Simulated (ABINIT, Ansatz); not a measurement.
## Ba2MgH6 (P-3m1): bands and cutoff in G0W0 with ABINIT

What does each rung of G0W0 on Ba2MgH6 (P-3m1) cost, and what does it buy?

Main program and level: ABINIT 10.8.3; LDA and many-body steps on it, plane waves.

## (1) The starting structure

The structure is trigonal, space group P-3m1 (No. 164). The conventional cell has a = 5.718 Å, b = 5.718 Å, c = 4.538 Å, α = 90.00°, β = 90.00°, γ = 120.00°. Ba has 12 H at 2.75 to 2.87 Å nearest. Nearest to Mg lie 6 H at 1.97 Å. Nearest to H lie 1 Mg at 1.97 Å and 4 H at 2.65 to 2.80 Å and 4 Ba at 2.75 to 2.87 Å. Farther neighbours are not listed.

Coordinates:

```cif
data_structure
_symmetry_space_group_name_H-M 'P 1'
_symmetry_Int_Tables_number 1
_cell_length_a 5.7178
_cell_length_b 5.7178
_cell_length_c 4.5383
_cell_angle_alpha 90.000
_cell_angle_beta 90.000
_cell_angle_gamma 120.000
_cell_volume 128.49
loop_
_atom_site_label
_atom_site_type_symbol
_atom_site_fract_x
_atom_site_fract_y
_atom_site_fract_z
_atom_site_occupancy
Ba1 Ba 0.66667 0.33333 0.26704 1
Ba2 Ba 0.33333 0.66667 0.73296 1
Mg3 Mg 0.00000 0.00000 0.00000 1
H4 H 0.82963 0.65927 0.77533 1
H5 H 0.82963 0.17037 0.77533 1
H6 H 0.34073 0.17037 0.77533 1
H7 H 0.17037 0.34073 0.22467 1
H8 H 0.17037 0.82963 0.22467 1
H9 H 0.65927 0.82963 0.22467 1
```

The cell and positions are those that the Materials Project relaxed with its own functionals (PBE, PBE+U or r2SCAN), kept fixed. Spin-orbit coupling is left out unless a step names it.

## (2) Empty states on the mesh, 3×3×2 mesh, 248 bands

This step: ABINIT 10.8.3; DFT, LDA, plane waves, norm-conserving pseudopotentials.

The sums over transitions need many empty states on a uniform mesh; this step solves for them.

The input, run.abi:

```
acell 3*1.0 Angstrom
rprim 
  5.717818886904 0.000000000024 0.000000000000
  -2.858909443473 4.951776410285 0.000000000000
  0.000000000000 0.000000000000 4.538310090000
ntypat 3
znucl 56 12 1
natom 9
typat 1 1 2 3 3 3 3 3 3
xred 
  0.666666666667 0.333333333333 0.267038260000
  0.333333333333 0.666666666667 0.732961740000
  0.000000000000 0.000000000000 0.000000000000
  0.829634400000 0.659268800000 0.775326710000
  0.829634400000 0.170365600000 0.775326710000
  0.340731200000 0.170365600000 0.775326710000
  0.170365600000 0.340731200000 0.224673290000
  0.170365600000 0.829634400000 0.224673290000
  0.659268800000 0.829634400000 0.224673290000
pp_dirpath "pseudos"
pseudos "Ba.upf, Mg.upf, H.upf"
ecut 38
ngkpt 3 3 2
nshiftk 1
shiftk 0 0 0
kptopt 1
chksymbreak 0
iscf -2
irdden 1
istwfk *1
nband 248
nbdbuf 22
tolwfr 1e-09
nstep 60
prtvol 0
indata_prefix "in"
outdata_prefix "out"
tmpdata_prefix "tmp"
```

Run with:

```bash
$ OMP_NUM_THREADS=1 mpirun -n 4 abinit run.abi > log
```

Numbers of over 12 decimals in the logs are rounded to 6 here.

Output:

```text
.Version 10.8.3 of ABINIT. v10.8.2 released Aug 2026.

 Symmetries : space group P-3 m 1 (#164); Bravais hP (primitive hexag.)
[... echo of the input left out ...]
== DATASET  1 ==================================================================
-   mpi_nproc: 4, omp_nthreads: 1 (-1 if OMP is not activated)

--- !DatasetInfo
iteration_state: {dtset: 1, }
dimensions: {natom: 9, nkpt: 6, mband: 248, nsppol: 1, nspinor: 1, nspden: 1, mpw: 9726, }
cutoff_energies: {ecut:  38.0, pawecutdg:  -1.0, }
[...]
2.81582    2.81984    2.81984    2.83096    2.83096    2.84896    2.84933    2.84933
   2.85482    2.86055    2.86055    2.88910    2.88947    2.90235    2.90871    2.91110
 prteigrs : prtvol=0 or 1, do not print more k-points.

== END DATASET(S) ==============================================================
================================================================================

 -outvars: echo values of variables after computation  --------
            nband         248
             nkpt           6
          spgroup         164
 [... the other variables as echoed above ...]

 Calculation completed.
```

Elapsed: 2.7 min, on 4 MPI ranks of Arm Neoverse V2, shared host; peak memory 0.55 GiB.

This step gave:

```yaml
gap: 2.607 eV
k_of_the_valence_top: 0.3333, 0, 0
k_of_the_conduction_bottom: 0, 0, 0
least_direct_gap: 2.729 eV
k_points_computed: 6
lowest_point_of_the_top_converged_band_above_the_valence_top: 71.6634 eV
```

On this mesh the gap is 2.607 eV.

The density comes from a self-consistent run that is not shown.

## (3) Screening, 3×3×2 mesh, 44 bands, screening to 62.6 eV

The RPA dielectric matrix is built and inverted for each q.

This step: RPA screening on LDA, plane waves, norm-conserving pseudopotentials.

Changes to run.abi since step 2:

```diff
@@ -27,10 +27,11 @@
 chksymbreak 0
-iscf -2
-irdden 1
 istwfk *1
-nband 248
-nbdbuf 22
-tolwfr 1e-09
-nstep 60
-prtvol 0
+occopt 1
+irdwfk 1
+optdriver 3
+nband 44
+ecuteps 2.3
+inclvkb 2
+awtr 1
+symchi 1
 indata_prefix "in"
```

Output:

```text
.Version 10.8.3 of ABINIT. v10.8.2 released Aug 2026.

 Symmetries : space group P-3 m 1 (#164); Bravais hP (primitive hexag.)
[... echo of the input left out ...]
== DATASET  1 ==================================================================
-   mpi_nproc: 4, omp_nthreads: 1 (-1 if OMP is not activated)

--- !DatasetInfo
iteration_state: {dtset: 1, }
dimensions: {natom: 9, nkpt: 6, mband: 44, nsppol: 1, nspinor: 1, nspden: 1, mpw: 9726, }
cutoff_energies: {ecut:  38.0, pawecutdg:  -1.0, }
electrons: {nelect:   3.60000000E+01, charge:   0.00000000E+00, occopt:   1.00000000E+00, tsmear:   1.00000000E-02, }

 SCREENING: Calculation of the susceptibility and dielectric matrices

 Based on a program developped by R.W. Godby, V. Olevano, G. Onida, and L. Reining.
 Incorporated in ABINIT by V. Olevano, G.-M. Rignanese, and M. Torrent.
.Using double precision arithmetic ; gwpc =  8

[... cell and pseudopotentials left out ...]
--------------------------------------------------------------------------------

 ==== K-mesh for the wavefunctions ====
 Number of points in the irreducible wedge :     6
[... list of points left out ...]
 Together with 12 symmetry operations and time-reversal symmetry
 yields    18 points in the full Brillouin Zone.

 ==== Q-mesh for the screening function ====
 Number of points in the irreducible wedge :     6
[... list of points left out ...]
 Together with 12 symmetry operations and time-reversal symmetry
 yields    18 points in the full Brillouin Zone.

 setmesh: FFT mesh size selected  =    36x   36x   30
          total number of points  =        38880

 vcoul_init : cutoff-mode = AUXILIARY_FUNCTION
 q-points for optical limit:   1
     1)      0.000010    0.000020    0.000030

- screening: taking advantage of time-reversal symmetry
- Maximum band index for partially occupied states nbvw = 18
- Remaining bands to be divided among processors   nbcw = 26
- Number of bands treated by each node ~6

 Number of electrons calculated from density =   36.0000; Expected =   36.0000
 average of density, n =  0.041516
 r_s =    1.7916
 omega_plasma =   19.6547 [eV]

 calculating chi0 at frequencies [eV] :
  1    0.000000E+00    0.000000E+00
  2    0.000000E+00    1.965467E+01

--------------------------------------------------------------------------------
  q-point number  1        q = ( 0.000000, 0.000000, 0.000000) [r.l.u.]
--------------------------------------------------------------------------------
[... chi0 elements left out ...]
 For q-point:  0.000010 0.000020 0.000030
  dielectric constant =   6.0799
  dielectric constant without local fields =   6.8003

  Average fulfillment of the sum rule on Im[epsilon] for q-point    1 :     35.72  [%]
[... wings left out ...]
  q-point number  2        q = ( 0.333333, 0.000000, 0.000000) [r.l.u.]
--------------------------------------------------------------------------------
[... chi0 elements left out ...]
  Average fulfillment of the sum rule on Im[epsilon] for q-point    2 :     54.28  [%]

 [... 4 further q-points ...]
```

Run time: 10 s. Hardware: 4 MPI ranks; peak memory 1.1 GiB.

This step gave:

| Item | Value |
| --- | --- |
| ε∞ with local fields, on this mesh, along the program's q direction | 6.080 |
| the same without local fields | 6.800 |
| plasma frequency | 19.65 eV |
| plane waves in the screening matrix | 149 |

Local fields lower ε∞ by 11 %. On a Γ-centred mesh this coarse the value itself is usually too large, while a short band sum pulls it down.

## (4) 44 bands, 62.6 eV

The self-energy is evaluated for the states that the input lists, and the levels follow from it, in one-shot runs by the linearised quasiparticle equation.

This step: G0W0 on LDA, plane waves, norm-conserving pseudopotentials.

Changes to run.abi since step 3:

```diff
@@ -30,8 +30,17 @@
 irdwfk 1
-optdriver 3
+optdriver 4
 nband 44
+gwcalctyp 0
+ecutsigx 38
+symsigma 1
+nkptgw 2
+kptgw 
+  0.3333333333 0.0000000000 0.0000000000
+  0.0000000000 0.0000000000 0.0000000000
+bdgw 
+  17 20
+  17 21
 ecuteps 2.3
-inclvkb 2
-awtr 1
-symchi 1
+irdscr 1
+ppmodel 1
 indata_prefix "in"
```

Output:

```text
.Version 10.8.3 of ABINIT. v10.8.2 released Aug 2026.

 Symmetries : space group P-3 m 1 (#164); Bravais hP (primitive hexag.)
[... echo of the input left out ...]
== DATASET  1 ==================================================================
-   mpi_nproc: 4, omp_nthreads: 1 (-1 if OMP is not activated)

--- !DatasetInfo
iteration_state: {dtset: 1, }
dimensions: {natom: 9, nkpt: 6, mband: 44, nsppol: 1, nspinor: 1, nspden: 1, mpw: 9726, }
cutoff_energies: {ecut:  38.0, pawecutdg:  -1.0, }
electrons: {nelect:   3.60000000E+01, charge:   0.00000000E+00, occopt:   1.00000000E+00, tsmear:   1.00000000E-02, }

 SIGMA: Calculation of the GW corrections

 Based on a program developped by R.W. Godby, V. Olevano, G. Onida, and L. Reining.
 Incorporated in ABINIT by V. Olevano, G.-M. Rignanese, and M. Torrent.
.Using double precision arithmetic ; gwpc =  8

[... cell and pseudopotentials left out ...]
--------------------------------------------------------------------------------

 ==== K-mesh for the wavefunctions ====
 Number of points in the irreducible wedge :     6
[... list of points left out ...]
 Together with 12 symmetry operations and time-reversal symmetry
 yields    18 points in the full Brillouin Zone.

 ==== Q-mesh for screening function ====
 Number of points in the irreducible wedge :     6
[... list of points left out ...]
 Together with 12 symmetry operations and time-reversal symmetry
 yields    18 points in the full Brillouin Zone.

 vcoul_init : cutoff-mode = AUXILIARY_FUNCTION
 q-points for optical limit:   1
     1)      0.000010    0.000020    0.000030
 setmesh: FFT mesh size selected  =    54x   54x   48
          total number of points  =       139968

 Number of electrons calculated from density =   36.0000; Expected =   36.0000
 average of density, n =  0.041516
 r_s =    1.7916
 omega_plasma =   19.6547 [eV]

 === KS Band Gaps ===
  >>>> For spin  1
   Minimum direct gap =   2.7286 [eV], located at k-point      :   0.0000  0.0000  0.0000
   Fundamental gap    =   2.6073 [eV], Top of valence bands at :   0.3333  0.0000  0.0000
                                       Bottom of conduction at :   0.0000  0.0000  0.0000
 SIGMA fundamental parameters:
 PLASMON POLE MODEL  1
 number of plane-waves for SigmaX                 9653
 number of plane-waves for SigmaC and W            149
 number of plane-waves for wavefunctions          9653
 number of bands                                    44
 number of independent spin polarizations            1
 number of spinorial components                      1
 number of k-points in IBZ                           6
 number of q-points in IBZ                           6
 number of symmetry operations                      12
 number of k-points in BZ                           18
 number of q-points in BZ                           18
 number of frequencies for dSigma/dE                 9
 frequency step for dSigma/dE [eV]                0.25
 number of omega for Sigma on real axis              0
 max omega for Sigma on real axis  [eV]           0.00
 zcut for avoiding poles [eV]                     0.10

 EPSILON^-1 parameters (SCR file):
 dimension of the eps^-1 matrix on file            149
 dimension of the eps^-1 matrix used               149
 number of plane-waves for wavefunctions          9653
 number of bands                                    44
 number of q-points in IBZ                           6
 number of frequencies                               2
 number of real frequencies                          1
 number of imag frequencies                          1

 matrix elements of self-energy operator (all in [eV])

 Perturbative Calculation

--- !SelfEnergy_ee
iteration_state: {dtset: 1, }
kpoint     : [   0.333,    0.000,    0.000, ]
spin       : 1
KS_gap     :    3.236
QP_gap     :    5.015
Delta_QP_KS:    1.780
data: !SigmaeeData |
     Band     E0 <VxcDFT>   SigX SigC(E0)      Z dSigC/dE  Sig(E)    E-E0       E
       17   2.791 -10.749 -13.691   2.746   0.786  -0.272 -10.903  -0.155   2.636
       18   3.309 -10.983 -13.836   2.694   0.790  -0.266 -11.109  -0.126   3.184
       19   6.545  -9.314  -4.491  -2.827   0.829  -0.207  -7.660   1.654   8.199
       20   6.673  -9.659  -4.626  -2.921   0.827  -0.210  -7.913   1.746   8.419

--- !SelfEnergy_ee
iteration_state: {dtset: 1, }
kpoint     : [   0.000,    0.000,    0.000, ]
spin       : 1
KS_gap     :    2.729
QP_gap     :    4.350
Delta_QP_KS:    1.622
data: !SigmaeeData |
     Band     E0 <VxcDFT>   SigX SigC(E0)      Z dSigC/dE  Sig(E)    E-E0       E
       17   3.188 -10.948 -13.800   2.707   0.790  -0.265 -11.062  -0.115   3.073
       18   3.188 -10.948 -13.800   2.707   0.790  -0.265 -11.062  -0.115   3.073
       19   5.916  -9.024  -4.632  -2.581   0.832  -0.202  -7.517   1.507   7.423
       20   7.049  -9.780  -4.575  -3.004   0.825  -0.212  -7.964   1.815   8.865
       21   7.049  -9.780  -4.575  -3.004   0.825  -0.212  -7.964   1.815   8.865

== END DATASET(S) ==============================================================
================================================================================

 -outvars: echo values of variables after computation  --------
           etotal      0.0000000000E+00
            nband          44
             nkpt           6
          spgroup         164
 [... the other variables as echoed above ...]

 Calculation completed.
```

It took 4.2 s on 4 MPI ranks; peak memory 0.85 GiB.

This step gave:

| Quantity | Value |
| --- | --- |
| G0W0 gap on the points computed | 4.239 eV |
| starting gap on the mesh | 2.607 eV |
| k of the valence top | 0.3333, 0, 0 |
| k of the conduction bottom | 0, 0, 0 |
| Z at the valence top | 0.79 |
| Z at the conduction bottom | 0.832 |
| least direct G0W0 gap on the computed points | 4.35 eV |

The gap on the mesh goes from 2.61 eV to 4.24 eV, a correction of +1.63 eV.

## (5) Screening, 3×3×2 mesh, 103 bands, screening to 114.3 eV

This step: RPA screening on LDA, plane waves, norm-conserving pseudopotentials.

Changes to run.abi since step 4:

```diff
@@ -30,17 +30,8 @@
 irdwfk 1
-optdriver 4
-nband 44
-gwcalctyp 0
-ecutsigx 38
-symsigma 1
-nkptgw 2
-kptgw 
-  0.3333333333 0.0000000000 0.0000000000
-  0.0000000000 0.0000000000 0.0000000000
-bdgw 
-  17 20
-  17 21
-ecuteps 2.3
-irdscr 1
-ppmodel 1
+optdriver 3
+nband 103
+ecuteps 4.2
+inclvkb 2
+awtr 1
+symchi 1
 indata_prefix "in"
```

Output:

```text
.Version 10.8.3 of ABINIT. v10.8.2 released Aug 2026.

 Symmetries : space group P-3 m 1 (#164); Bravais hP (primitive hexag.)
[... echo of the input left out ...]
== DATASET  1 ==================================================================
-   mpi_nproc: 4, omp_nthreads: 1 (-1 if OMP is not activated)

--- !DatasetInfo
iteration_state: {dtset: 1, }
dimensions: {natom: 9, nkpt: 6, mband: 103, nsppol: 1, nspinor: 1, nspden: 1, mpw: 9726, }
cutoff_energies: {ecut:  38.0, pawecutdg:  -1.0, }
electrons: {nelect:   3.60000000E+01, charge:   0.00000000E+00, occopt:   1.00000000E+00, tsmear:   1.00000000E-02, }

 SCREENING: Calculation of the susceptibility and dielectric matrices

 Based on a program developped by R.W. Godby, V. Olevano, G. Onida, and L. Reining.
 Incorporated in ABINIT by V. Olevano, G.-M. Rignanese, and M. Torrent.
.Using double precision arithmetic ; gwpc =  8

[... cell and pseudopotentials left out ...]
--------------------------------------------------------------------------------

 ==== K-mesh for the wavefunctions ====
 Number of points in the irreducible wedge :     6
[... list of points left out ...]
 Together with 12 symmetry operations and time-reversal symmetry
 yields    18 points in the full Brillouin Zone.

 ==== Q-mesh for the screening function ====
 Number of points in the irreducible wedge :     6
[... list of points left out ...]
 Together with 12 symmetry operations and time-reversal symmetry
 yields    18 points in the full Brillouin Zone.

 setmesh: FFT mesh size selected  =    36x   36x   32
          total number of points  =        41472

 vcoul_init : cutoff-mode = AUXILIARY_FUNCTION
 q-points for optical limit:   1
     1)      0.000010    0.000020    0.000030

- screening: taking advantage of time-reversal symmetry
- Maximum band index for partially occupied states nbvw = 18
- Remaining bands to be divided among processors   nbcw = 85
- Number of bands treated by each node ~21

 Number of electrons calculated from density =   36.0000; Expected =   36.0000
 average of density, n =  0.041516
 r_s =    1.7916
 omega_plasma =   19.6547 [eV]

 calculating chi0 at frequencies [eV] :
  1    0.000000E+00    0.000000E+00
  2    0.000000E+00    1.965467E+01

--------------------------------------------------------------------------------
  q-point number  1        q = ( 0.000000, 0.000000, 0.000000) [r.l.u.]
--------------------------------------------------------------------------------
[... chi0 elements left out ...]
 For q-point:  0.000010 0.000020 0.000030
  dielectric constant =   6.1163
  dielectric constant without local fields =   6.8352

  Average fulfillment of the sum rule on Im[epsilon] for q-point    1 :     64.60  [%]
[... wings left out ...]
  q-point number  2        q = ( 0.333333, 0.000000, 0.000000) [r.l.u.]
--------------------------------------------------------------------------------
[... chi0 elements left out ...]
  Average fulfillment of the sum rule on Im[epsilon] for q-point    2 :     73.59  [%]

 [... 4 further q-points ...]
```

Elapsed: 28 s, on 4 MPI ranks; peak memory 1.4 GiB; 1.8 min of CPU time.

Numbers from this step:

```
ε∞ with local fields, on this mesh, along the program's q direction : 6.116
the same without local fields                                       : 6.835
plasma frequency                                                    : 19.65 eV
plane waves in the screening matrix                                 : 355
```

[end of part 1 of 2]

[Paths, hosts, dates, memory and timing lines, banners, echoed tables and standing remarks are left out of the program output.]

[Logs are printed without paths, hosts, clocks, repeated set-up lines and the standing remarks that a program may print on its own settings, such as how far it seeks lower states.]

[Runs of the session that timed out or met a known fault of the program may be left out.]

[No measured gap is set beside runs whose start may be inverted or whose files or cutoffs have a known fault.]

[Hosts, paths, dates, database ids (printed as entryN), source tags and the programs' standing remarks are cut or masked in the printed files.]

[G0W0 gaps are taken among the corrected bands and points alone; a level outside them can change the order at an edge.]

[Where Ansatz stands beside ABINIT at settings called matched, ABINIT's density can come from a denser mesh and the files from another edition; pairs whose starting gaps differed by over 0.03 eV were left out, so agreement reads better than it is.]
